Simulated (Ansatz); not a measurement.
## Localised basis functions on glassy 71SiO2-29BaO (mol %) (65 atoms)

Wanted: errors and times of a linear-scaling basis for glassy 71SiO2-29BaO (mol %) (65 atoms). A setting counts as converged where the r.m.s. difference of forces stays under 1 % of the r.m.s. force.

Main program and level: Ansatz 0.2.0; Kohn-Sham DFT, PBE, PAW (set soft_2), plane waves.

**1. The starting structure**

The cell holds 65 atoms: 17 Si, 7 Ba and 41 O. Its edges and angles: a = 10.034 Å, b = 10.034 Å, c = 10.034 Å, α = 90.0°, β = 90.0°, γ = 90.0°. 65 atoms (17 Si, 7 Ba, 41 O) placed at random at 3.34 g/cm³, melted at 4000 K for 10 ps at fixed volume with the Morse and Coulomb pair potential with partial charges (Pedone, Malavasi, Menziani, Cormack and Segre, J. Phys. Chem. B 110, 11780 (2006)). Quenched from 4000 K to 300 K at 100 K/ps and fixed volume, held 10 ps at zero pressure.

What the set-up can't give: The quench rate of 100 K/ps is orders of magnitude faster than experiment, which tends to freeze in extra defects. The starting topology of bonds comes from the classical model, and needn't be the one that DFT or experiment would give. Only the Γ point is sampled, in a cell whose shortest periodic width is 10 Å. No spin–orbit coupling is included, so levels derived from the heavy atoms are approximate.

**2. Plane-wave single point**

The first run uses the default basis; a harder plane-wave run follows as the reference for the support functions.

input.yaml reads:

```yaml
crystal:
  lattice:
    - [10.03371, 0.0, 0.0]
    - [0.0, 10.03371, 0.0]
    - [0.0, 0.0, 10.03371]
  atoms:
    - { symbol: Si, position: [0.11357, 0.99035, 0.42734] }
    - { symbol: Si, position: [0.4902, 0.21022, 0.30384] }
    - { symbol: Si, position: [0.25095, 0.2477, 0.52964] }
    - { symbol: Si, position: [0.0467, 0.48182, 0.54924] }
    - { symbol: Si, position: [0.54821, 0.71713, 0.21064] }
    - { symbol: Si, position: [0.96962, 0.06284, 0.90884] }
    - { symbol: Si, position: [0.91392, 0.34984, 0.3108] }
    - { symbol: Si, position: [0.28025, 0.8308, 0.6367] }
    - { symbol: Si, position: [0.33618, 0.2511, 0.05704] }
    - { symbol: Si, position: [0.71901, 0.49058, 0.10124] }
    - { symbol: Si, position: [0.70752, 0.21737, 0.95245] }
    - { symbol: Si, position: [0.30381, 0.75517, 0.03465] }
    - { symbol: Si, position: [0.16739, 0.01213, 0.12585] }
    - { symbol: Si, position: [0.54347, 0.6739, 0.53184] }
    - { symbol: Si, position: [0.8237, 0.05501, 0.40665] }
    - { symbol: Si, position: [0.27685, 0.10702, 0.79791] }
    - { symbol: Si, position: [0.63683, 0.99748, 0.17784] }
    - { symbol: Ba, position: [0.94289, 0.72832, 0.25714] }
    - { symbol: Ba, position: [0.34876, 0.48686, 0.78065] }
    - { symbol: Ba, position: [0.60452, 0.93869, 0.76737] }
    - { symbol: Ba, position: [0.70333, 0.34309, 0.58931] }
    - { symbol: Ba, position: [0.29533, 0.51108, 0.29004] }
    - { symbol: Ba, position: [0.04212, 0.45576, 0.97876] }
    - { symbol: Ba, position: [0.91591, 0.73325, 0.72655] }
    - { symbol: O, position: [0.73105, 0.06742, 0.536] }
    - { symbol: O, position: [0.26638, 0.91969, 0.03454] }
    - { symbol: O, position: [0.19863, 0.73442, 0.71687] }
    - { symbol: O, position: [0.86822, 0.18849, 0.93292] }
    - { symbol: O, position: [0.61152, 0.85281, 0.13558] }
    - { symbol: O, position: [0.88153, 0.95908, 0.83365] }
    - { symbol: O, position: [0.65951, 0.09836, 0.05295] }
    - { symbol: O, position: [0.01437, 0.47569, 0.705] }
    - { symbol: O, position: [0.92657, 0.4098, 0.46817] }
    - { symbol: O, position: [0.28986, 0.21636, 0.67806] }
    - { symbol: O, position: [0.61182, 0.28652, 0.36149] }
    - { symbol: O, position: [0.05667, 0.62325, 0.47693] }
    - { symbol: O, position: [0.41554, 0.77459, 0.58211] }
    - { symbol: O, position: [0.4002, 0.70326, 0.92606] }
    - { symbol: O, position: [0.64644, 0.22652, 0.81043] }
    - { symbol: O, position: [0.15943, 0.69892, 0.06104] }
    - { symbol: O, position: [0.36806, 0.23664, 0.42084] }
    - { symbol: O, position: [0.20363, 0.90507, 0.52274] }
    - { symbol: O, position: [0.51704, 0.05796, 0.27053] }
    - { symbol: O, position: [0.5984, 0.5838, 0.15404] }
    - { symbol: O, position: [0.80131, 0.5812, 0.00276] }
    - { symbol: O, position: [0.15414, 0.9646, 0.27634] }
    - { symbol: O, position: [0.0544, 0.37624, 0.25085] }
    - { symbol: O, position: [0.28756, 0.40001, 0.02146] }
    - { symbol: O, position: [0.12395, 0.10637, 0.84477] }
    - { symbol: O, position: [0.17681, 0.38871, 0.52842] }
    - { symbol: O, position: [0.57809, 0.71881, 0.36979] }
    - { symbol: O, position: [0.38654, 0.73058, 0.1851] }
    - { symbol: O, position: [0.44554, 0.27381, 0.17185] }
    - { symbol: O, position: [0.32642, 0.96804, 0.74277] }
    - { symbol: O, position: [0.95514, 0.96452, 0.4426] }
    - { symbol: O, position: [0.02307, 0.00619, 0.05228] }
    - { symbol: O, position: [0.47524, 0.53488, 0.53714] }
    - { symbol: O, position: [0.87687, 0.19634, 0.34269] }
    - { symbol: O, position: [0.36521, 0.17315, 0.9147] }
    - { symbol: O, position: [0.82124, 0.45128, 0.21825] }
    - { symbol: O, position: [0.22248, 0.1579, 0.12429] }
    - { symbol: O, position: [0.75756, 0.98416, 0.28035] }
    - { symbol: O, position: [0.14666, 0.14254, 0.4852] }
    - { symbol: O, position: [0.67479, 0.35781, 0.03018] }
    - { symbol: O, position: [0.67314, 0.687, 0.62028] }
kpoints:
  mp_grid: { grid: [1, 1, 1] }
hamiltonian:
  xc: pbe
scf:
  occupations: { method: fixed }
output:
  forces: true
  stress: true
  populations: true
  dos:
    method: { smearing: { sigma: 0.08 } }
    de: 0.1
    projected: { site_lists: { Ba: [Ba], O: [O], Si: [Si] } }
  eigenvalues: true
  write_density: true
  write_potential: true
  volumetric_format: npy
```

On the command line:

```sh
$ ansatz run input.yaml --threads 4 --pin off --max-ram 8192MiB --backend cpu --events-out ev --progress --plain --runs-dir out
```

Numbers of over 12 decimals in the logs are rounded to 6 here.

The program printed:

```text
Engine: ansatz 0.2.0, x86_64-unknown-linux-gnu
Pseudopotentials: kind: paw
Pseudopotential: Si, paw, valence charge 4, recommended cutoff 420 eV (normal), Si.paw.azcp
Pseudopotential: Ba, paw, valence charge 10, recommended cutoff 420 eV (normal), Ba.paw.azcp
Pseudopotential: O, paw, valence charge 6, recommended cutoff 420 eV (normal), O.paw.azcp
Functional definition: PBE
  parameter kappa = 0.804
  parameter beta = 0.066725
  exchange = pbe_x(kappa = kappa, mu = beta*pi^2/3)
  correlation = pbe_c(beta = beta)
Crystal: 65 atoms, lattice volume = 1010.147 Å³
Basis set: ecut = 420 eV, 19837 PW (Γ), exchange–correlation on 144×144×144 points (8 copies of the dense FFT grid, shifted against one another)
Bands: 257, of which v1, the nominal top of the filled ones, is band 192 counted from 1 (191 counted from 0)
Symmetry: 1 space group operations
Space group: P1 (ITA 1), of the structure as read, at distance tolerance 1.0e-4 Å
k-points: 1
Non-local potential: Si, projectors of the file, l = 0: 2, l = 1: 2, l = 2: 2
Non-local potential: Ba, projectors of the file, l = 0: 3, l = 1: 2, l = 2: 2, l = 3: 2
Non-local potential: O, projectors of the file, l = 0: 2, l = 1: 2, l = 2: 1
PAW form: soft (Blöchl's): semilocal exchange-correlation on the pseudo side does not see the compensation charge
PAW one-centre angular grid: Si, 110 points (default); XC on 64 Gauss nodes
PAW one-centre angular grid: Ba, 194 points (default); XC on 64 Gauss nodes
PAW one-centre angular grid: O, 110 points (default); XC on 64 Gauss nodes
Initial density: superposition of atomic densities (neutral atoms: chi_scale 0, normalization atom), corrected by the library's trained network
Initial wavefunctions: pseudopotential atomic-orbital guess
Functional: x = pbe(κ = 0.804, μ = 0.219515), c = pbe(β = 0.066725)
SCF iter   1: F=—  HF=-75795.032220 eV  |F-HF|=—  |Δ(HF+E_count)|=         —  Δρ=1.96e-3  dr2=3.70e-2  ethr=1.77e-3  ⟨swp⟩=5.0  Hψ=1020  notcnv=0  defer=63
preconditioner: auto → Resta (q_TF=auto, 2.322 Å⁻¹)  ε∞=3.3  [insulator: Δε(μ)=3.645 eV  Ē_g=14.775 eV  n_scr=202 (ndim 8)  ℏωp=22.5 eV  f_vac=0.122  ε∞_Penn≈3.3]
SCF iter   2: F=—  HF=-75795.037561 eV  |F-HF|=—  |Δ(HF+E_count)|=   5.34e-3  Δρ=1.01e-3  dr2=8.68e-3  ethr=9.65e-6  ⟨swp⟩=3.0  Hψ=490  notcnv=0  defer=63
SCF iter   3: F=—  HF=-75795.041231 eV  |F-HF|=—  |Δ(HF+E_count)|=   3.67e-3  Δρ=4.40e-4  dr2=2.31e-3  ethr=2.26e-6  ⟨swp⟩=2.0  Hψ=357  notcnv=0  defer=63
SCF iter   4: F=—  HF=-75795.041576 eV  |F-HF|=—  |Δ(HF+E_count)|=   3.45e-4  Δρ=1.21e-4  dr2=1.79e-4  ethr=6.01e-7  ⟨swp⟩=2.0  Hψ=357  notcnv=0  defer=63
SCF iter   5: F=—  HF=-75795.041662 eV  |F-HF|=—  |Δ(HF+E_count)|=   8.58e-5  Δρ=8.15e-5  dr2=5.85e-5  ethr=4.66e-8  ⟨swp⟩=2.0  Hψ=355  notcnv=0  defer=63
SCF iter   6: F=—  HF=-75795.043090 eV  |F-HF|=—  |Δ(HF+E_count)|=   1.43e-3  Δρ=1.83e-5  dr2=3.54e-6  ethr=1.52e-8  ⟨swp⟩=2.0  Hψ=438  notcnv=0  defer=61
SCF iter   7: F=—  HF=-75795.043092 eV  |F-HF|=—  |Δ(HF+E_count)|=   2.69e-6  Δρ=8.69e-6  dr2=7.47e-7  ethr=9.23e-10  ⟨swp⟩=2.0  Hψ=350  notcnv=0  defer=61
SCF iter   8: F=—  HF=-75795.043093 eV  |F-HF|=—  |Δ(HF+E_count)|=   5.45e-7  Δρ=5.84e-6  dr2=2.97e-7  ethr=1.94e-10  ⟨swp⟩=2.0  Hψ=355  notcnv=0  defer=61
SCF iter   9: F=-75795.043093 eV  HF=-75795.043093 eV  |F-HF|=1.75e-8  |Δ(HF+E_count)|=   2.28e-8  Δρ=1.26e-6  dr2=1.63e-8  ethr=2.60e-11  ⟨swp⟩=27.0  Hψ=2837  notcnv=0
SCF 1 converged in 9 iterations: F = -75795.043093 eV  dr2 = 1.63e-8
  greatest PAW one-centre occupation: 0.955 electrons in one spin orbital (limit 2), on the Ba atom at site 20 (counted from 0), in its partial waves of l = 0
SCF converged after 9 iterations
Free energy (F): -75795.043093 eV
Harris-Foulkes:  -75795.043093 eV  (|F-HF|=1.75e-8)
Internal energy: -75795.043093 eV  (E = F + TS)
E sigma→0 (E₀):  -75795.043093 eV
Fermi energy:    4.855175 eV
--- Per-component energies (eV) ---
  E_band       = -1451.733217
  E_kinetic    = 9273.427898
  E_local      = -23967.719418  (includes V_loc(G=0)·N_el)
  E_nonlocal   = 2787.431849
  E_hartree    = 8960.498801
  E_xc         = -5186.773224
  E_vxc        = -5665.514380  (∫ρ·V_xc dr)
  E_paw        = -51816.956660  (= ΣΔE_a)
  E_vpaw       = -1800.461959  (= ΣTr[D̂ρ^β])
  E_aug_tail   = 0.104458  (compensation charges beyond the density's cutoff)
  E_ewald      = -15845.056797
  E_smearing   = -0.000000  (= −TS)
  E_closure    = -0.000000  (closes the sum)
  Σ components = -75795.043093   (vs F -75795.043093, Δ=0.00e0)
--- Forces (eV/Å), atoms counted from 1 ---
  atom   1  Si     0.63717383     3.06496175     1.76295230
  atom   2  Si     0.90618854     0.28221283     5.04105319
  atom   3  Si     0.32812176    -0.06924490    -2.12488650
  atom   4  Si    -0.77469354     0.61708392     0.20299140
  atom   5  Si    -1.81628662     3.38082364     0.92398791
  atom   6  Si     1.50223773     0.27867380    -0.00845490
  atom   7  Si     0.53619883     0.29811961     1.50849717
  atom   8  Si     1.17841128     2.20361862     1.78716952
  atom   9  Si    -1.24296456     0.40012471    -0.93948711
  atom  10  Si     0.61984601     0.85984665    -0.92617962
  atom  11  Si     0.63919919     0.83429736     0.75612642
  atom  12  Si    -0.26071697     1.78125701     1.14322075
  atom  13  Si     0.41388769    -1.61104197    -2.68210715
  atom  14  Si    -0.68912670     1.40010279    -1.13535756
[...]
atom  64  O     -0.62391893    -1.71974491    -0.64198096
  atom  65  O      1.07630385     1.00029319     0.90093462
  max |Σ_I F_I| component: 2.51e-5 eV/Å
--- Stress (GPa, compression-positive) ---
        5.710155       1.056450       1.024230
        1.056448       5.796059       0.197404
        1.024231       0.197404       3.492075
  P = ⅓ Tr σ = 4.9994 GPa (49.994 kbar)
--- Band table (eV) ---
  k-point 0: bands = ["-22.3430", "-21.7644", "-21.3611", "-21.3387", [... 241 levels ...], "12.9234", "12.9432", "12.9988", "13.0213", "13.0842", "13.1217", "13.1592", "13.1705", "13.2428", "13.2746", "13.3136", "13.3422"]
--- Löwdin populations: 65 sites ---
  site symbol       q [e]
     0     Si      2.2316
     1     Si      2.3025
     2     Si      2.2443
[...]
64      O      7.0212
  spilling = 0.014213 (of n_electrons = 384.000000)
```

Elapsed: 11 s, on 4 threads of AMD EPYC 7B13 (Zen 3), shared host; peak memory 1.2 GiB.

Read from the output:

```yaml
free_energy: -75795.0431 eV
free_energy_per_atom: -1166.0776 eV/atom
scf_cycles: 9
pressure: 4.999 GPa
r_m_s_force_component: 1.34 eV/Å
longest_force: 5.13 eV/Å
fermi_energy: 4.855 eV
spacing_of_highest_filled_and_lowest_empty_level: 3.581 eV
spilling_of_the_projection: 0.01421
```

The r.m.s. force component of 1.3 eV/Å sets the scale for the differences below.

**3. Plane waves at 750 eV (750 eV)**

A harder cutoff gives the support functions a reference with less basis error.

input.yaml, the sections that differ from step 2:

```yaml
output:
  forces: true
  eigenvalues: true
basis:
  ecutwfc: "750 eV"
# crystal, kpoints, hamiltonian, scf: as in step 2
```

The program printed:

```text
[...]
Crystal: 65 atoms, lattice volume = 1010.147 Å³
Basis set: ecut = 750 eV, 47089 PW (Γ), exchange–correlation on 180×180×180 points (8 copies of the dense FFT grid, shifted against one another)
Bands: 257, of which v1, the nominal top of the filled ones, is band 192 counted from 1 (191 counted from 0)
Symmetry: 1 space group operations
[...]
k-points: 1
[...]
SCF iter   1: F=—  HF=-75795.277058 eV  |F-HF|=—  |Δ(HF+E_count)|=         —  Δρ=2.07e-3  dr2=3.79e-2  ethr=1.77e-3  ⟨swp⟩=6.0  Hψ=1029  notcnv=0  defer=63
[...]
SCF iter   3: F=—  HF=-75795.279774 eV  |F-HF|=—  |Δ(HF+E_count)|=   2.12e-3  Δρ=4.49e-4  dr2=2.30e-3  ethr=2.29e-6  ⟨swp⟩=3.0  Hψ=358  notcnv=0  defer=28
automatic band count: iteration 3 solves 222 bands in place of 257: the levels show a gap, and the empty bands left out lie too high to hold charge; the band table lists the bands solved (type scf.n_extra_bands for more)
SCF iter   4: F=—  HF=-75795.280069 eV  |F-HF|=—  |Δ(HF+E_count)|=   2.96e-4  Δρ=1.23e-4  dr2=1.82e-4  ethr=6.00e-7  ⟨swp⟩=2.0  Hψ=357  notcnv=0  defer=28
[...]
SCF iter   9: F=-75795.280579 eV  HF=-75795.280579 eV  |F-HF|=1.71e-8  |Δ(HF+E_count)|=   3.95e-8  Δρ=1.16e-6  dr2=1.50e-8  ethr=2.60e-11  ⟨swp⟩=16.0  Hψ=1262  notcnv=0
SCF 1 converged in 9 iterations: F = -75795.280579 eV  dr2 = 1.50e-8
[...]
SCF converged after 9 iterations
Free energy (F): -75795.280579 eV
[...]
Internal energy: -75795.280579 eV  (E = F + TS)
E sigma→0 (E₀):  -75795.280579 eV
Fermi energy:    4.855171 eV
[...]
Σ components = -75795.280579   (vs F -75795.280579, Δ=0.00e0)
--- Forces (eV/Å), atoms counted from 1 ---
  atom   1  Si     0.63705203     3.06503498     1.76254474
  atom   2  Si     0.90619736     0.28202580     5.04089084
  atom   3  Si     0.32860124    -0.06926458    -2.12480703
  atom   4  Si    -0.77473302     0.61743401     0.20297797
[...]
atom  65  O      1.07534637     1.00022704     0.90025780
  max |Σ_I F_I| component: 2.44e-5 eV/Å
--- Band table (eV) ---
[...]
```

It took 13 s on 4 threads; peak memory 2.2 GiB; 47 s of CPU time.

Forces differ from the reference by 0.43 meV/Å r.m.s., 0.032 % of their size, well within a tolerance of 1 %; the energy by -3.7 meV/atom.

**4. Support functions medium**

With localised support functions most steps grow linearly with size, though the diagonalisation grows faster unless the density matrix is cut; this run measures error and cost at this size. Besides, the program derives a nominal cutoff of 464 eV for this run, against the reference's 750.

This step: Kohn-Sham DFT, PBE, PAW (set soft_2), localised support functions (medium) (Ansatz 0.2.0).

input.yaml, the sections that differ from step 3:

```yaml
scf:
  occupations: { method: fixed }
  eigensolver: { kind: { support_functions: { accuracy: medium } } }
  max_iter: 150
# crystal, kpoints, hamiltonian, output: as in step 3
# basis: removed
```

The program printed:

```text
Warning: scf.eigensolver.kind.support_functions: disabling space-group detection — the functions' gradient is summed over unrotated k-points, so no spatial operation reduces the k-mesh or symmetrises the density; time reversal is kept, so that k and −k are solved as one point where they differ and the mesh holds both, and exact exchange and, on two spinor components, a DFT+U term hold to it where the run has them: [...]
Warning: basis.ecutwfc = 464 eV, auto-derived: no grid that the accuracy of the support functions lays serves the files at the lower one that their records recommend; a deck with other species or settings can derive another value
settings of this run that can trade accuracy for cost: scf.eigensolver.kind.support_functions [...]
[...]
Crystal: 65 atoms, lattice volume = 1010.147 Å³
Basis set: ecut = 464 eV, 22983 PW (Γ), exchange–correlation on 150×150×150 points (8 copies of the dense FFT grid, shifted against one another)
Bands: 231, of which v1, the nominal top of the filled ones, is band 192 counted from 1 (191 counted from 0)
Symmetry: 1 space group operations
k-points: 1
[...]
SCF iter   1: F=—  HF=-75790.765360 eV  |F-HF|=—  |Δ(HF+E_count)|=         —  Δρ=9.11e-2  dr2=1.18e2  ethr=1.00e-1
[...]
SCF iter  16: F=-75795.307744 eV  HF=-75795.307745 eV  |F-HF|=3.72e-7  |Δ(HF+E_count)|=   2.06e-6  Δρ=4.20e-6  dr2=6.53e-7  ethr=1.53e-9
SCF 1 converged in 16 iterations: F = -75795.334818 eV  dr2 = 6.53e-7
[...]
SCF converged after 16 iterations
Stability not checked: this state was not tested for a lower state beside it, because the mixer in use, unlike msr1, does not test its closes by its own steps (another_mixer; see scf.mixing.algorithm and scf.lower_state_search)
Free energy (F): -75795.334818 eV
[...]
Internal energy: -75795.334818 eV  (E = F + TS)
E sigma→0 (E₀):  -75795.334818 eV
Fermi energy:    4.856143 eV
[...]
Σ components = -75795.334818   (vs F -75795.334818, Δ=0.00e0)
--- Forces (eV/Å), atoms counted from 1 ---
  atom   1  Si     0.63773975     3.06586552     1.76325833
  atom   2  Si     0.90624584     0.28216300     5.04137543
  atom   3  Si     0.32794016    -0.06903887    -2.12570841
  atom   4  Si    -0.77575543     0.61731238     0.20173124
[...]
atom  65  O      1.07599427     1.00109902     0.90079836
  max |Σ_I F_I| component: 6.34e-3 eV/Å
--- Band table (eV) ---
[...]
```

Elapsed: 1.7 min, on 4 threads; peak memory 3.1 GiB.

The program notes that the band table was not solved further than the SCF left it and it switched symmetry off.

Keys that differ from the reference: basis.ecutwfc removed, support_functions.accuracy = "medium" and scf.max_iter = 150.

Forces differ from the reference by 0.64 meV/Å r.m.s., 0.048 % of their size, well within a tolerance of 1 %; the energy by -0.83 meV/atom. It took 7.8 times the reference's time (shared host, so rough). The two runs also began from different starting densities, which bears on cycles and time.

**5. Support functions low**

With localised support functions most steps grow linearly with size, though the diagonalisation grows faster unless the density matrix is cut; this run measures error and cost at this size. Besides, the program derives a nominal cutoff of 420 eV for this run, against the reference's 750.

This step: Kohn-Sham DFT, PBE, PAW (set soft_2), localised support functions (low) (Ansatz 0.2.0).

input.yaml, the sections that differ from step 4:

```yaml
scf:
  occupations: { method: fixed }
  eigensolver: { kind: { support_functions: { accuracy: low } } }
  max_iter: 150
# crystal, kpoints, hamiltonian, output: as in step 4
```

The program printed:

```text
[...]
Crystal: 65 atoms, lattice volume = 1010.147 Å³
Basis set: ecut = 420 eV, 19837 PW (Γ), exchange–correlation on 144×144×144 points (8 copies of the dense FFT grid, shifted against one another)
Bands: 231, of which v1, the nominal top of the filled ones, is band 192 counted from 1 (191 counted from 0)
Symmetry: 1 space group operations
k-points: 1
[...]
SCF iter   1: F=—  HF=-75790.703569 eV  |F-HF|=—  |Δ(HF+E_count)|=         —  Δρ=9.11e-2  dr2=1.18e2  ethr=1.00e-1
[...]
SCF iter  13: F=—  HF=-75795.305774 eV  |F-HF|=—  |Δ(HF+E_count)|=   3.28e-3  Δρ=9.33e-5  dr2=8.33e-5  ethr=3.53e-8  κ⁻¹=9.5e-6(r=7)
SCF iter  14: F=-75795.308307 eV  HF=-75795.308309 eV  |F-HF|=2.02e-6  |Δ(HF+E_count)|=   2.54e-3  Δρ=1.41e-5  dr2=5.02e-6  ethr=2.17e-8
SCF 1 converged in 14 iterations: F = -75795.337392 eV  dr2 = 5.02e-6
[...]
SCF converged after 14 iterations
[...]
Free energy (F): -75795.337392 eV
[...]
Internal energy: -75795.337392 eV  (E = F + TS)
E sigma→0 (E₀):  -75795.337392 eV
Fermi energy:    4.855829 eV
[...]
Σ components = -75795.337392   (vs F -75795.337392, Δ=0.00e0)
--- Forces (eV/Å), atoms counted from 1 ---
  atom   1  Si     0.63742615     3.06596733     1.76423036
  atom   2  Si     0.90651267     0.28324421     5.04219048
  atom   3  Si     0.32716740    -0.06724660    -2.12524341
  atom   4  Si    -0.77546067     0.61725120     0.20259901
[...]
atom  65  O      1.07531323     1.00149577     0.90139150
  max |Σ_I F_I| component: 6.32e-3 eV/Å
--- Band table (eV) ---
[...]
```

Elapsed: 68 s, on 4 threads; peak memory 2.6 GiB; 4.3 min of CPU time.

Keys that differ from the reference: basis.ecutwfc removed, support_functions.accuracy = "low" and scf.max_iter = 150.

Forces differ from the reference by 0.76 meV/Å r.m.s., 0.057 % of their size, well within a tolerance of 1 %; the energy by -0.87 meV/atom. It took 5.2 times the reference's time (shared host, so rough). The two runs also began from different starting densities, which bears on cycles and time.

[end of part 1 of 3]

[Logs are printed without paths, hosts, clocks, repeated set-up lines and the standing remarks that a program may print on its own settings, such as how far it seeks lower states.]

[Hosts, paths, dates, database ids (printed as entryN), source tags and the programs' standing remarks are cut or masked in the printed files.]
